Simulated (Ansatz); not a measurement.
# Electron scattering at the Σ5 (210) boundary in bcc Mo, part 3 of 3

How much does the Σ5 (210) boundary in bcc Mo reflect electrons?

Ansatz 0.2.0; Ansatz plane-wave DFT, PBE, PAW files; relaxation of a bicrystal slab with its lowest layers held; PAW set soft_1 (the session's first sound run).

So far. Step 3 (Transmission across the boundary): Over the solved energies the transmission per spin lies between 1.73 and 1.88, out of 3.53 channels of the lead on average (up to 3.68). The log calls the step of a lead's potential too much. Step 4 (Specific resistance): Averaged over the energies near the Fermi level, 50.5 % of the channels pass, which makes 0.796 fΩ m².

### 5. Single-crystal slab for reference

The free faces cost energy too. A single-crystal slab with the same faces and held layers is relaxed, so that they cancel.

This step: Ansatz plane-wave DFT, PBE, PAW files; relaxation of a single-crystal slab with its lowest layers held; PAW set soft_1 (Ansatz 0.2.0).

System of this step: Mo slab, plane (2, 1, 0). The cell holds 28 atoms: 28 Mo. Cell: a = 7.037 Å, b = 3.147 Å, c = 30.000 Å, α = 90.0°, β = 90.0°, γ = 90.0°. It derives from Mo. Vacuum lies along c.

Contents of input.yaml:

```yaml
crystal:
  lattice:
    - [7.0369059252, 0.0, 0.0]
    - [0.0, 3.147, 0.0]
    - [0.0, 0.0, 29.9996459975]
  atoms:
    - { symbol: Mo, position: [0.8999999998, 0.5, 0.1666686334] }
    - { symbol: Mo, position: [0.1999999999, 0.0, 0.1901252632] }
    - { symbol: Mo, position: [0.4999999999, 0.5, 0.2135818931] }
    - { symbol: Mo, position: [0.7999999999, 0.0, 0.237038523] }
    - { symbol: Mo, position: [0.0999999999, 0.5, 0.2604951529] }
    - { symbol: Mo, position: [0.3999999999, 0.0, 0.2839517827] }
    - { symbol: Mo, position: [0.6999999999, 0.5, 0.3074084126] }
    - { symbol: Mo, position: [0.9999999999, 0.0, 0.3308650425] }
    - { symbol: Mo, position: [0.2999999999, 0.5, 0.3543216724] }
    - { symbol: Mo, position: [0.5999999999, 0.0, 0.3777783022] }
    - { symbol: Mo, position: [0.8999999999, 0.5, 0.4012349321] }
    - { symbol: Mo, position: [0.1999999999, 0.0, 0.424691562] }
    - { symbol: Mo, position: [0.4999999999, 0.5, 0.4481481919] }
    - { symbol: Mo, position: [0.7999999999, 0.0, 0.4716048217] }
    - { symbol: Mo, position: [0.0999999999, 0.5, 0.4950614516] }
    - { symbol: Mo, position: [0.3999999999, 0.0, 0.5185180815] }
    - { symbol: Mo, position: [0.6999999999, 0.5, 0.5419747113] }
    - { symbol: Mo, position: [0.9999999999, 0.0, 0.5654313412] }
    - { symbol: Mo, position: [0.2999999999, 0.5, 0.5888879711] }
    - { symbol: Mo, position: [0.6, 0.0, 0.612344601] }
    - { symbol: Mo, position: [0.9, 0.5, 0.6358012308] }
    - { symbol: Mo, position: [0.2, 0.0, 0.6592578607] }
    - { symbol: Mo, position: [0.5, 0.5, 0.6827144906] }
    - { symbol: Mo, position: [0.8, 0.0, 0.7061711205] }
    - { symbol: Mo, position: [0.1, 0.5, 0.7296277503] }
    - { symbol: Mo, position: [0.4, 0.0, 0.7530843802] }
    - { symbol: Mo, position: [0.7, 0.5, 0.7765410101] }
    - { symbol: Mo, position: [0.0, 0.0, 0.79999764] }
kpoints:
  mp_grid: { grid: [4, 7, 1] }
hamiltonian:
  xc: pbe
  pseudopotentials: { kind: paw, azcp: { folder: soft_1 } }
scf:
  occupations: { method: fermi_dirac, width: 0.1 }
relax:
  f_tol: 0.03
  max_steps: 80
  constraints: [{ sites: [0, 1, 2, 3, 4] }]
```

Started as:

```
> ansatz run input.yaml --threads 8 --pin off --max-ram 15360MiB --backend cpu --events-out ev --progress --plain --runs-dir out
```

Numbers of over 12 decimals in the logs are rounded to 6 here.

What it wrote:

```text
Warning: crystal.symmetry: narrowed to the stabiliser of the relax constraints — unitary ops 4 → 2; lowered at sites 0, 1, 2, 3, 4, 23, 24, 25, 26, 27 (the operations that carried what is held of a site onto what its image site leaves free; the constrained walk keeps no symmetry that its constraints do not admit)
[...]
Crystal: 28 atoms, lattice volume = 664.346 Å³
Basis set: ecut = 420 eV, 13009 PW (Γ), exchange–correlation on 96×48×432 points (8 copies of the dense FFT grid, shifted against one another)
Bands: 236, of which v1, the nominal top of the filled ones, is band 196 counted from 1 (195 counted from 0)
Symmetry: 2 space group operations
k-points: 12 of 28 (time reversal used)
[...]
SCF iter   1: F=—  HF=-138782.657665 eV  |F-HF|=—  |Δ(HF+E_count)|=         —  Δρ=8.91e-2  dr2=3.27e2  ethr=3.10e-3  ⟨swp⟩=8.2  Hψ=12298  notcnv=0
[...]
SCF iter   9: F=-138760.676291 eV  HF=-138760.676292 eV  |F-HF|=1.36e-6  |Δ(HF+E_count)|=   9.50e-6  Δρ=1.84e-5  dr2=4.54e-6  ethr=5.74e-9  ⟨swp⟩=5.4  Hψ=9299  notcnv=0
SCF 1 converged in 9 iterations: F = -138760.676291 eV  dr2 = 4.54e-6
[...]
relax step   1: F+E_penalty+E_count = -138760.67629112 eV  Δ(F+E_penalty+E_count) = +0.000e0 eV  max|allowed force component| = 1.737e0 eV/Å  Δτ_max = 0.0000 Å  (9 SCF iters, dr2 threshold 2.25e-5 eV, accepted)
[...]
SCF iter   6: F=-138760.926439 eV  HF=-138760.926446 eV  |F-HF|=7.07e-6  |Δ(HF+E_count)|=   4.88e-5  Δρ=3.61e-5  dr2=1.74e-5  ethr=3.22e-9  ⟨swp⟩=2.2  Hψ=10900  notcnv=0
SCF 2 converged in 6 iterations: F = -138760.926439 eV  dr2 = 1.74e-5
[...]
relax step   2: F+E_penalty+E_count = -138760.92643891 eV  Δ(F+E_penalty+E_count) = -2.501e-1 eV  max|allowed force component| = 8.234e-1 eV/Å  Δτ_max = 0.1949 Å  (6 SCF iters, dr2 threshold 1.00e-4 eV, accepted)
[...]
SCF iter   6: F=-138760.968105 eV  HF=-138760.968110 eV  |F-HF|=4.90e-6  |Δ(HF+E_count)|=   1.44e-5  Δρ=3.26e-5  dr2=1.08e-5  ethr=1.08e-8  ⟨swp⟩=3.0  Hψ=10976  notcnv=0
SCF 3 converged in 6 iterations: F = -138760.968105 eV  dr2 = 1.08e-5
relax step   3: F+E_penalty+E_count = -138760.96810488 eV  Δ(F+E_penalty+E_count) = -4.167e-2 eV  max|allowed force component| = 1.646e-1 eV/Å  Δτ_max = 0.0954 Å  (6 SCF iters, dr2 threshold 4.24e-5 eV, accepted)
[...]
relax step   4: F+E_penalty+E_count = -138760.97400549 eV  Δ(F+E_penalty+E_count) = -5.901e-3 eV  max|allowed force component| = 8.002e-2 eV/Å  Δτ_max = 0.0267 Å  (6 SCF iters, dr2 threshold 1.69e-6 eV, accepted)
[...]
relax step   5: F+E_penalty+E_count = -138760.97222155 eV  Δ(F+E_penalty+E_count) = +1.784e-3 eV  max|allowed force component| = 1.130e-1 eV/Å  Δτ_max = 0.0219 Å  (7 SCF iters, rejected (line search))
[...]
relax step   6: F+E_penalty+E_count = -138760.97603727 eV  Δ(F+E_penalty+E_count) = -2.032e-3 eV  max|allowed force component| = 5.851e-2 eV/Å  Δτ_max = 0.0107 Å  (7 SCF iters, accepted)
SCF iter   1: F=—  HF=-138760.976912 eV  |F-HF|=—  |Δ(HF+E_count)|=         —  Δρ=1.15e-3  dr2=1.30e-2  ethr=4.51e-5  ⟨swp⟩=2.1  Hψ=4668  notcnv=0
[...]
SCF iter   7: F=-138760.977073 eV  HF=-138760.977073 eV  |F-HF|=6.23e-9  |Δ(HF+E_count)|=   4.96e-8  Δρ=1.40e-6  dr2=1.89e-8  ethr=2.55e-11  ⟨swp⟩=3.0  Hψ=11166  notcnv=0
SCF 7 converged in 7 iterations: F = -138760.977073 eV  dr2 = 1.89e-8
relax step   7: F+E_penalty+E_count = -138760.97707280 eV  Δ(F+E_penalty+E_count) = -1.036e-3 eV  max|allowed force component| = 1.784e-2 eV/Å  Δτ_max = 0.0228 Å  (7 SCF iters, accepted)
SCF converged after 7 iterations
Free energy (F): -138760.977073 eV
[...]
Internal energy: -138760.243542 eV  (E = F + TS)
E sigma→0 (E₀):  -138760.610307 eV
Entropy (-TS):   -0.733531 eV (-26.198 meV/atom)
Fermi energy:    12.538944 eV
[...]
--- Forces (eV/Å), atoms counted from 1 ---
  atom   1  Mo     0.69517963     0.00000000     1.76021820
  atom   2  Mo    -0.84731081     0.00000000     0.17055303
  atom   3  Mo    -0.06167940     0.00000000    -0.19884089
  atom   4  Mo     0.09015011     0.00000000    -1.11973462
  atom   5  Mo     0.13388018     0.00000000    -0.60850492
  atom   6  Mo     0.00216620     0.00000000     0.00047937
  atom   7  Mo    -0.00121587     0.00000000     0.00396725
  atom   8  Mo    -0.00026082     0.00000000    -0.00187648
  atom   9  Mo    -0.00014659     0.00000000     0.00150437
  atom  10  Mo     0.00291297     0.00000000    -0.00076498
  atom  11  Mo    -0.00245983     0.00000000     0.00079109
  atom  12  Mo     0.00261279     0.00000000    -0.00002490
  atom  13  Mo    -0.00333825     0.00000000     0.00050202
  atom  14  Mo     0.00292039     0.00000000     0.00126978
  atom  15  Mo    -0.00552658     0.00000000    -0.00059042
  atom  16  Mo     0.00616300     0.00000000    -0.00050606
  atom  17  Mo    -0.00384339     0.00000000     0.00184465
  atom  18  Mo     0.00253883     0.00000000     0.00302505
  atom  19  Mo    -0.01140226     0.00000000    -0.00101728
  atom  20  Mo     0.00876719     0.00000000    -0.00556166
  atom  21  Mo    -0.00225435     0.00000000    -0.00567823
  atom  22  Mo    -0.00244146     0.00000000    -0.00907426
  atom  23  Mo    -0.01747864     0.00000000    -0.00359030
  atom  24  Mo     0.00146034     0.00000000     0.00852337
  atom  25  Mo     0.01784445     0.00000000    -0.00132944
  atom  26  Mo     0.00163543     0.00000000    -0.00998911
  atom  27  Mo     0.00586993     0.00000000     0.00575208
  atom  28  Mo    -0.01491087     0.00000000     0.00858266
  max |Σ_I F_I| component: 1.68e-4 eV/Å
--- Relaxed structure (7 steps of the walk, 6 accepted, 0 SCFs on fresh bases) ---
  F+E_penalty+E_count = -138760.97707280 eV   max|allowed force component| = 1.784e-2 eV/Å
  atoms:
    - { symbol: Mo, position: [0.900000, 0.500000, 0.166669] }
    - { symbol: Mo, position: [0.200000, 0.0, 0.190125] }
    - { symbol: Mo, position: [0.500000, 0.500000, 0.213582] }
    - { symbol: Mo, position: [0.800000, 0.0, 0.237039] }
    - { symbol: Mo, position: [0.100000, 0.500000, 0.260495] }
    - { symbol: Mo, position: [0.401600, 0.0, 0.282764] }
    - { symbol: Mo, position: [0.701533, 0.500000, 0.308020] }
    - { symbol: Mo, position: [1.000976, 0.0, 0.331348] }
    - { symbol: Mo, position: [0.299919, 0.500000, 0.354588] }
    - { symbol: Mo, position: [0.598407, 0.0, 0.378005] }
    - { symbol: Mo, position: [0.899445, 0.500000, 0.402369] }
    - { symbol: Mo, position: [0.199408, 0.0, 0.425558] }
    - { symbol: Mo, position: [0.499160, 0.500000, 0.449603] }
    - { symbol: Mo, position: [0.798942, 0.0, 0.472789] }
    - { symbol: Mo, position: [0.099313, 0.500000, 0.497071] }
    - { symbol: Mo, position: [0.399173, 0.0, 0.520220] }
    - { symbol: Mo, position: [0.699233, 0.500000, 0.544304] }
    - { symbol: Mo, position: [0.998726, 0.0, 0.567441] }
    - { symbol: Mo, position: [0.300019, 0.500000, 0.591869] }
    - { symbol: Mo, position: [0.597591, 0.0, 0.614991] }
    - { symbol: Mo, position: [0.897996, 0.500000, 0.638670] }
    - { symbol: Mo, position: [0.195974, 0.0, 0.662120] }
    - { symbol: Mo, position: [0.496203, 0.500000, 0.686974] }
    - { symbol: Mo, position: [0.795415, 0.0, 0.708783] }
    - { symbol: Mo, position: [0.099921, 0.500000, 0.734321] }
    - { symbol: Mo, position: [0.404022, 0.0, 0.756262] }
    - { symbol: Mo, position: [0.704738, 0.500000, 0.778664] }
    - { symbol: Mo, position: [-0.014509, 0.0, 0.797137] }
```

Wall time 4.7 min (8 threads of Intel Xeon at 2.50GHz (Skylake/Cascade Lake), shared host); peak memory 5.4 GiB.

Relaxation path:

```
step  energy less that of the first step (eV)  largest force component (eV/Å)
   1                                   0.0000                          1.7375
   2                                  -0.2501                          0.8234
   3                                  -0.2918                          0.1646
   4                                  -0.2977                          0.0800
   5                                  -0.2959                          0.1130
   6                                  -0.2997                          0.0585
   7                                  -0.3008                          0.0178
```

Relaxation step 5 was tried and not accepted.

The atoms that moved most (Å):

| atom | dx | dy | dz | length |
| --- | --- | --- | --- | --- |
| Mo25 | -0.001 | 0.000 | 0.141 | 0.141 |
| Mo28 | -0.102 | 0.000 | -0.086 | 0.133 |
| Mo23 | -0.027 | 0.000 | 0.128 | 0.131 |
| Mo26 | 0.028 | 0.000 | 0.095 | 0.099 |
| Mo22 | -0.028 | 0.000 | 0.086 | 0.090 |
| Mo19 | 0.000 | 0.000 | 0.089 | 0.089 |
| Mo21 | -0.014 | 0.000 | 0.086 | 0.087 |
| Mo24 | -0.032 | 0.000 | 0.078 | 0.085 |

Final coordinates:

```
Mo
1.0
     7.03691    0.00000    0.00000
     0.00000    3.14700    0.00000
     0.00000    0.00000   29.99965
Mo
28
Direct
  0.90000 0.50000 0.16667
  0.20000 0.00000 0.19013
  0.50000 0.50000 0.21358
  0.80000 0.00000 0.23704
  0.10000 0.50000 0.26050
  0.40160 0.00000 0.28276
  0.70153 0.50000 0.30802
  0.00098 0.00000 0.33135
  0.29992 0.50000 0.35459
  0.59841 0.00000 0.37801
  0.89944 0.50000 0.40237
  0.19941 0.00000 0.42556
  0.49916 0.50000 0.44960
  0.79894 0.00000 0.47279
  0.09931 0.50000 0.49707
  0.39917 0.00000 0.52022
  0.69923 0.50000 0.54430
  0.99873 0.00000 0.56744
  0.30002 0.50000 0.59187
  0.59759 0.00000 0.61499
  0.89800 0.50000 0.63867
  0.19597 0.00000 0.66212
  0.49620 0.50000 0.68697
  0.79541 0.00000 0.70878
  0.09992 0.50000 0.73432
  0.40402 0.00000 0.75626
  0.70474 0.50000 0.77866
  0.98549 0.00000 0.79714
```

Numbers from this step:

* free energy: -138760.9771 eV
* energy at zero smearing: -138760.6103 eV
* Fermi energy: 12.54 eV

The largest force component on a free atom ends at 0.018 eV/Å, under the tolerance of 0.03, after 7 steps.

### 6. Bulk reference

The perfect crystal gives the energy per atom, for the atoms by which bicrystal and slab differ.

This step: Ansatz plane-wave DFT, PBE, PAW files; bulk reference; PAW set soft_1 (Ansatz 0.2.0).

System of this step: Mo. It takes space group Im-3m (No. 229, cubic). The conventional cell has a = 3.147 Å, b = 3.147 Å, c = 3.147 Å, α = 90.00°, β = 90.00°, γ = 90.00°. Nearest to Mo lie 8 Mo at 2.73 Å.

input.yaml, the sections that differ from step 5:

```yaml
crystal:
  lattice:
    - [-1.5735, 1.5735, 1.5735]
    - [1.5735, -1.5735, 1.5735]
    - [1.5735, 1.5735, -1.5735]
  atoms:
    - { symbol: Mo, position: [0.0, 0.0, 0.0] }
kpoints:
  mp_grid: { grid: [19, 19, 19] }
# hamiltonian, scf: as in step 5
# relax: removed
```

What it wrote:

```text
[...]
Crystal: 1 atoms, lattice volume = 15.583 Å³
Basis set: ecut = 420 eV, 321 PW (Γ)
Bands: 11, of which v1, the nominal top of the filled ones, is band 7 counted from 1 (6 counted from 0)
Symmetry: 48 space group operations
[...]
k-points: 220 of 6859
[...]
SCF iter   1: F=—  HF=-4956.682293 eV  |F-HF|=—  |Δ(HF+E_count)|=         —  Δρ=1.06e-1  dr2=1.75e0  ethr=3.10e-3  ⟨swp⟩=5.0  Hψ=13536  notcnv=0
[...]
SCF iter   6: F=-4956.064799 eV  HF=-4956.064799 eV  |F-HF|=2.67e-8  |Δ(HF+E_count)|=   1.10e-7  Δρ=3.18e-5  dr2=4.55e-8  ethr=7.14e-10  ⟨swp⟩=3.0  Hψ=5754  notcnv=0
SCF 1 converged in 6 iterations: F = -4956.064799 eV  dr2 = 4.55e-8
[...]
SCF converged after 6 iterations
Free energy (F): -4956.064799 eV
[...]
Internal energy: -4956.043863 eV  (E = F + TS)
E sigma→0 (E₀):  -4956.054331 eV
Entropy (-TS):   -0.020936 eV (-20.936 meV/atom)
Fermi energy:    21.155097 eV
[...]
```

Run time: 1.4 s. Hardware: 8 threads; peak memory 0.32 GiB; 3.9 s of CPU time.

This step gave:

| Property | Result |
| --- | --- |
| free energy | -4956.0648 eV |
| energy at zero smearing | -4956.0543 eV |
| Fermi energy | 21.16 eV |

### 7. Boundary energy

This step: Ansatz plane-wave DFT, PBE, PAW files; bicrystal less single-crystal slab less bulk atoms, a boundary area; PAW set soft_1 (Ansatz 0.2.0).

This step gave:

- excess energy of the cell: 2.795 eV
- boundary energy: 2.022 J/m²

The boundary costs 2.0 J/m².

By hand: 2.80 eV / 22.14 Å² × 16.02 = 2.02 J/m².

### 8. What came out

| Quantity | Value |
| --- | --- |
| specific resistance of the boundary | 0.796 fΩ m² |
| share of channels that pass | 0.505 |
| boundary energy | 2.02 J/m² |

**Reading.** The boundary has a specific resistance of 0.80 fΩ m² and an energy of 2.0 J/m². The boundary reflects 49 % of the channels; 0.80 fΩ m² is 8.0×10⁻¹² Ω·cm². That equals the resistance of 14 nm of bulk Mo at 300 K (measured 5.52 µΩ cm, CRC Handbook of Chemistry and Physics, 84th ed., 2003, Electrical Resistivity of Pure Metals). One starting structure was relaxed; another shift or atom count at the boundary may lie lower. A lead's potential steps by up to 29 meV from period to period, which the log calls too much, so longer leads could move the result.

[Logs are printed without paths, hosts, clocks, repeated set-up lines and the standing remarks that a program may print on its own settings, such as how far it seeks lower states.]

[Hosts, paths, dates, database ids (printed as entryN), source tags and the programs' standing remarks are cut or masked in the printed files.]
